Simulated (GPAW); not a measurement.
# Dielectric function and optical constants of SrCoS3 (model structure)

Aim: the dielectric function of SrCoS3 (model structure), and the optical constants that follow from it. The cell was made here by substitution or stacking, whether or not such a phase is known. It was built so: All O replaced by S in the Pm-3m structure of SrCoO3. The cell given below was relaxed beforehand with Ansatz.

Program: GPAW 26.7.0. Level of theory: DFT, LDA, plane-wave PAW (GPAW data sets), scalar-relativistic, RPA, optical limit. Results are calculated unless marked as measured.

Report form: the programs' logs are mostly left out.

### Step 1. The structure

The structure is cubic, space group Pm-3m (No. 221). Conventional cell: a = 4.476 Å, b = 4.476 Å, c = 4.476 Å, α = 90.00°, β = 90.00°, γ = 90.00°. Sr has 12 S at 3.16 Å nearest. Nearest to Co lie 6 S at 2.24 Å. Nearest to S lie 2 Co at 2.24 Å and 4 Sr at 3.16 Å. All O replaced by S in the Pm-3m structure of SrCoO3. Farther neighbours and most contacts between anions are not listed.

### Step 2. Ground state

The self-consistent density comes first; it also tells whether there is a gap, which decides the occupations and the need for a Drude term.

This step: DFT, LDA, plane-wave PAW (GPAW data sets), scalar-relativistic, ground state (GPAW 26.7.0).

The input, gs.py:

```python
from ase import Atoms
from ase.dft.bandgap import bandgap
from gpaw import GPAW, PW, FermiDirac

atoms = Atoms(['Sr', 'Co', 'S', 'S', 'S'],
              cell=[[4.47588501, 0.00000000, 0.00000000],
                    [0.00000000, 4.47588501, 0.00000000],
                    [0.00000000, 0.00000000, 4.47588501]],
              scaled_positions=[[1.00000000, 0.00000000, 0.00000000],
                                [0.50000000, 0.50000000, 0.50000000],
                                [0.50000000, 1.00000000, 0.50000000],
                                [0.00000000, 0.50000000, 0.50000000],
                                [0.50000000, 0.50000000, 1.00000000]],
              pbc=[True, True, True])
atoms.set_initial_magnetic_moments([0.0, 2.0, 0.0, 0.0, 0.0])
atoms.calc = GPAW(mode=PW(450), xc='LDA', kpts={'size': (5, 5, 5), 'gamma': True},
                  occupations=FermiDirac(0.05), maxiter=150, txt='gs.txt')
print('energy (eV)', atoms.get_potential_energy())
print('Fermi level (eV)', atoms.calc.get_fermi_level())
print('valence electrons', atoms.calc.get_number_of_electrons())
print('gap (eV)', bandgap(atoms.calc, output=None)[0])
print('direct gap (eV)', bandgap(atoms.calc, direct=True, output=None)[0])
print('moments', atoms.get_magnetic_moments().round(3).tolist())
atoms.calc.write('gs.gpw')
```

Command:

```sh
$ OMP_NUM_THREADS=1 python gs.py
```

The job ended after 21 s (1 thread of Arm Neoverse V2, shared host; peak memory 0.17 GiB).

Numbers from this step:

```
energy       : -29.22 eV
Fermi energy : 7.159 eV
electrons    : 37
site moments : 0.01, 0.881, 0.137, 0.137, 0.137 μB
```

There are states at the Fermi level within the smearing, so the occupations stay smeared and the carriers get a Drude term.

### Step 3. Bands for the response

At the fixed density, many empty bands are solved on the mesh of the response, since the spectrum sums over them.

This step: DFT, LDA, plane-wave PAW (GPAW data sets), scalar-relativistic, bands at fixed density (GPAW 26.7.0).

The input, nscf.py:

```python
from ase.dft.bandgap import bandgap
from gpaw import GPAW, FermiDirac

calc = GPAW('gs.gpw').fixed_density(kpts={'size': (8, 8, 8), 'gamma': True}, nbands=44, convergence={'bands': 38},
                                    occupations=FermiDirac(0.05), txt='nscf.txt')
print('gap (eV)', bandgap(calc, output=None)[0])
print('direct gap (eV)', bandgap(calc, direct=True, output=None)[0])
calc.write('full.gpw', mode='all')
```

Command:

```sh
$ OMP_NUM_THREADS=1 python nscf.py
```

Wall time 2.7 min (1 thread); peak memory 0.29 GiB.

### Step 4. Dielectric function, RPA

Local fields let the induced charge screen the field inside the cell, which as a rule lowers ε, most along directions where the density is uneven.

This step: DFT, LDA, plane-wave PAW (GPAW data sets), scalar-relativistic, RPA, optical limit (GPAW 26.7.0).

The input, df.py:

```python
from gpaw.response.df import DielectricFunction

df = DielectricFunction('full.gpw', frequencies={'type': 'nonlinear', 'domega0': 0.03, 'omega2': 8},
                        ecut=80,
                        eta=0.15,
                        nbands=38,
                        rate=0.03,
                        txt='df.txt')
for direction in ['x']:
    df.get_dielectric_function(xc='RPA', direction=direction, filename=f'df_{direction}.csv')
```

Command:

```sh
$ OMP_NUM_THREADS=1 python df.py
```

It took 28 s on 1 thread; peak memory 0.73 GiB.

Some rows of df_x.csv (energy; Re and Im without local fields; Re and Im with them):

```text
0.000000, 30443.292040, 0.000000, 30442.803618, 0.000000
0.460735, -135.836357, 87.783445, -136.017203, 87.914672
0.943989, -38.644056, 26.866699, -38.925403, 27.097788
1.451455, -18.245488, 10.515189, -18.641065, 10.781917
1.984998, -7.433983, 6.073339, -8.032488, 6.386674
2.546682, -3.569880, 4.146926, -4.442603, 4.455257
3.138794, -0.372876, 3.033981, -1.460421, 3.093831
3.763875, 1.940205, 2.868450, 0.786894, 2.583315
4.424758, 4.217628, 4.271301, 2.892483, 3.560002
5.124608, 3.235842, 7.020113, 2.515542, 5.339633
5.866977, -0.154031, 5.526058, -0.074314, 4.673920
6.655862, -0.066017, 4.137770, 0.052934, 3.568346
7.495775, 0.752524, 3.798283, 0.690109, 3.214039
8.391833, 1.413379, 4.299459, 1.334774, 3.323973
9.349861, -0.212645, 4.903813, 0.295658, 4.083994
10.376517, -1.194185, 3.930503, -0.503971, 3.436721
11.479449, -1.437878, 2.982872, -0.757269, 2.653755
12.667487, -1.572638, 1.708474, -0.724813, 1.647613
13.950874, -0.876386, 1.206369, -0.352972, 1.282916
```

Sum at mesh points, not converged in k. Im ε, E ∥ x against photon energy; read off at these points:

photon energy (eV), Im ε, E ∥ x and a bar:
```
     0.50         76 ##############################
     1.00         25 ##########
     1.50         10 ####
     2.00          6 ##
     2.50          5 #
     3.00          3 #
     3.50          3 #
     4.00          3 #
     4.50          4 #
     5.00          5 ##
     5.42          6 ##
     5.50          6 ##
     6.00          4 #
     6.50          4 #
     7.00          3 #
     7.50          3 #
     8.00          3 #
     8.50          3 #
     9.00          4 #
     9.09          5 #
     9.50          4 #
    10.00          4 #
    10.50          3 #
    11.00          3 #
    11.50          3 #
    12.00          2 
    12.50          2 
    13.00          2 
    13.50          1 
    14.00          1
```

Values under 1 per cm are given as 1; sum at mesh points, not converged in k. Absorption coefficient, E ∥ x against photon energy:

```tsv
photon energy (eV)	absorption coefficient, E ∥ x (1/cm)
0.492	5.8e5
1.010	6.4e5
1.486	6.6e5
1.985	6.1e5
2.508	6.0e5
3.018	5.2e5
3.510	4.1e5
3.980	3.3e5
4.516	4.5e5
4.981	6.5e5
5.515	9.1e5
6.021	8.7e5
6.494	9.4e5
6.985	8.2e5
7.496	8.7e5
8.026	8.3e5
8.516	9.2e5
9.023	1.2e6
9.483	1.3e6
10.026	1.5e6
10.519	1.5e6
11.029	1.5e6
11.479	1.5e6
12.023	1.6e6
12.504	1.5e6
13.000	1.4e6
13.512	1.3e6
14.040	1.3e6
```

Sum at mesh points, not converged in k. Reflectivity at normal incidence, E ∥ x against photon energy; read off at these points:

```tsv
photon energy (eV)	reflectivity at normal incidence, E ∥ x (%)
0.50	91.0
1.00	83.5
1.50	80.0
2.00	67.9
2.50	58.8
3.00	42.3
3.50	22.4
4.00	13.6
4.50	19.2
5.00	25.2
5.50	31.1
5.77	31.9
6.00	27.7
6.50	28.0
7.00	21.1
7.50	20.6
8.00	17.7
8.50	18.9
9.00	23.9
9.50	26.2
10.00	29.1
10.50	30.2
11.00	30.5
11.50	30.6
12.00	32.5
12.50	33.0
13.00	28.7
13.50	25.9
14.00	24.4
```

Sum at mesh points, not converged in k. The Im ε, E ∥ x by photon energy; read off at these points:

```tsv
photon energy (eV)	without local fields	with local fields
0.500	76.2	76.4
0.750	36.8	36.9
1.000	24.9	25.1
1.250	15.1	15.4
1.500	9.86	10.1
1.750	6.87	7.18
2.000	6.05	6.37
2.250	5.36	5.67
2.500	4.34	4.65
2.750	3.47	3.64
3.000	3.24	3.35
3.250	2.85	2.85
3.500	2.86	2.67
3.750	2.88	2.60
4.000	2.94	2.55
4.250	3.62	3.07
4.500	4.58	3.79
4.750	5.58	4.39
5.000	6.90	5.29
5.250	7.60	5.81
5.367	7.94	6.22
5.416	7.87	6.26
5.500	7.53	6.14
5.750	6.30	5.35
6.000	5.17	4.30
6.250	5.17	4.27
6.500	4.78	4.10
6.750	3.94	3.39
7.000	3.85	3.24
7.250	3.96	3.34
7.500	3.80	3.21
7.750	3.61	3.06
8.000	3.66	2.95
8.250	4.12	3.14
8.500	4.33	3.34
8.750	4.80	3.59
9.000	5.63	4.40
9.088	5.61	4.55
9.250	5.11	4.29
9.500	4.83	3.99
9.750	4.84	4.03
10.000	4.49	3.85
10.250	4.02	3.53
10.500	3.79	3.38
10.750	3.47	3.10
11.000	3.23	2.87
11.250	3.10	2.72
11.500	2.96	2.64
11.750	2.68	2.43
12.000	2.45	2.23
12.250	2.33	2.03
12.500	1.96	1.80
12.750	1.62	1.63
13.000	1.47	1.57
13.250	1.31	1.49
13.500	1.30	1.42
13.750	1.25	1.39
14.000	1.20	1.27
14.250	1.13	1.23
```

Sum at mesh points, not converged in k. Loss function −Im 1/ε at q → 0, E ∥ x against energy loss; read off at these points:

energy loss (eV), loss function −Im 1/ε at q → 0, E ∥ x and a bar:
```
     0.50      0.004 
     1.00      0.013 
     1.50      0.025 #
     2.00      0.062 ##
     2.50      0.108 ####
     3.00      0.224 #########
     3.50      0.374 ###############
     4.00      0.264 ###########
     4.50      0.167 #######
     5.00      0.152 ######
     5.50      0.159 ######
     6.00      0.232 #########
     6.50      0.244 ##########
     7.00      0.298 ############
     7.50      0.298 ############
     7.85      0.312 #############
     8.00      0.301 ############
     8.50      0.258 ##########
     9.00      0.209 ########
     9.50      0.249 ##########
    10.00      0.258 ##########
    10.50      0.287 ############
    11.00      0.327 #############
    11.50      0.349 ##############
    12.00      0.385 ################
    12.50      0.453 ##################
    13.00      0.562 #######################
    13.50      0.649 ##########################
    14.00      0.736 ##############################
```

Optical constants at common wavelengths, from n + ik = √ε:

```tsv
wavelength (nm)	n	k	R (%)	1/α
1064	1.66	5.676	83.1	15 nm
633	1.05	3.074	69.3	16 nm
450	0.92	1.984	51.8	18 nm
405	0.99	1.645	40.6	20 nm
308	1.59	0.813	13.7	30 nm
248	2.07	1.282	25.2	15 nm
193	1.50	1.430	27.7	11 nm
```

In reflection the computed colour is faintly yellow: x = 0.333, y = 0.351, luminous reflectivity 63 %.

### Step 5. What came out

In words: At this level (LDA, RPA) SrCoS3 is a metal. The mesh is too coarse to trust the carriers' weight, the reflectivity or the colour to better than tens of per cent. In reflection the computed colour is faintly yellow: x = 0.333, y = 0.351, luminous reflectivity 63 %. The carriers' damping of 0.03 eV is typed, not computed; it shapes the response at the lowest energies. The magnetic state comes from one start and need not be the lowest. The curves end at 14 eV, about where the summed bands run out. In this version of GPAW the matrix elements of the optical limit are incomplete, which can lower ε − 1 by up to a tenth where first-row anions or d states rule, and shift it by more in d metals. GPAW's carrier term has the form −ωp²/(ω + i·rate)², which damps like twice the rate and fails at low energy, so the curves leave the lowest energies out. The sum runs over mesh points 0.18 Å⁻¹ apart with no interpolation, so peaks are partly noise of the mesh, and the Drude plasma energy, a sum over the Fermi surface, isn't converged.

[Machine, clock and banner lines and Python warnings are left out of the logs.]

[Logs are printed without paths, hosts, clocks, repeated set-up lines and the standing remarks that a program may print on its own settings, such as how far it seeks lower states.]

[Hosts, paths, dates, database ids (printed as entryN), source tags and the programs' standing remarks are cut or masked in the printed files.]
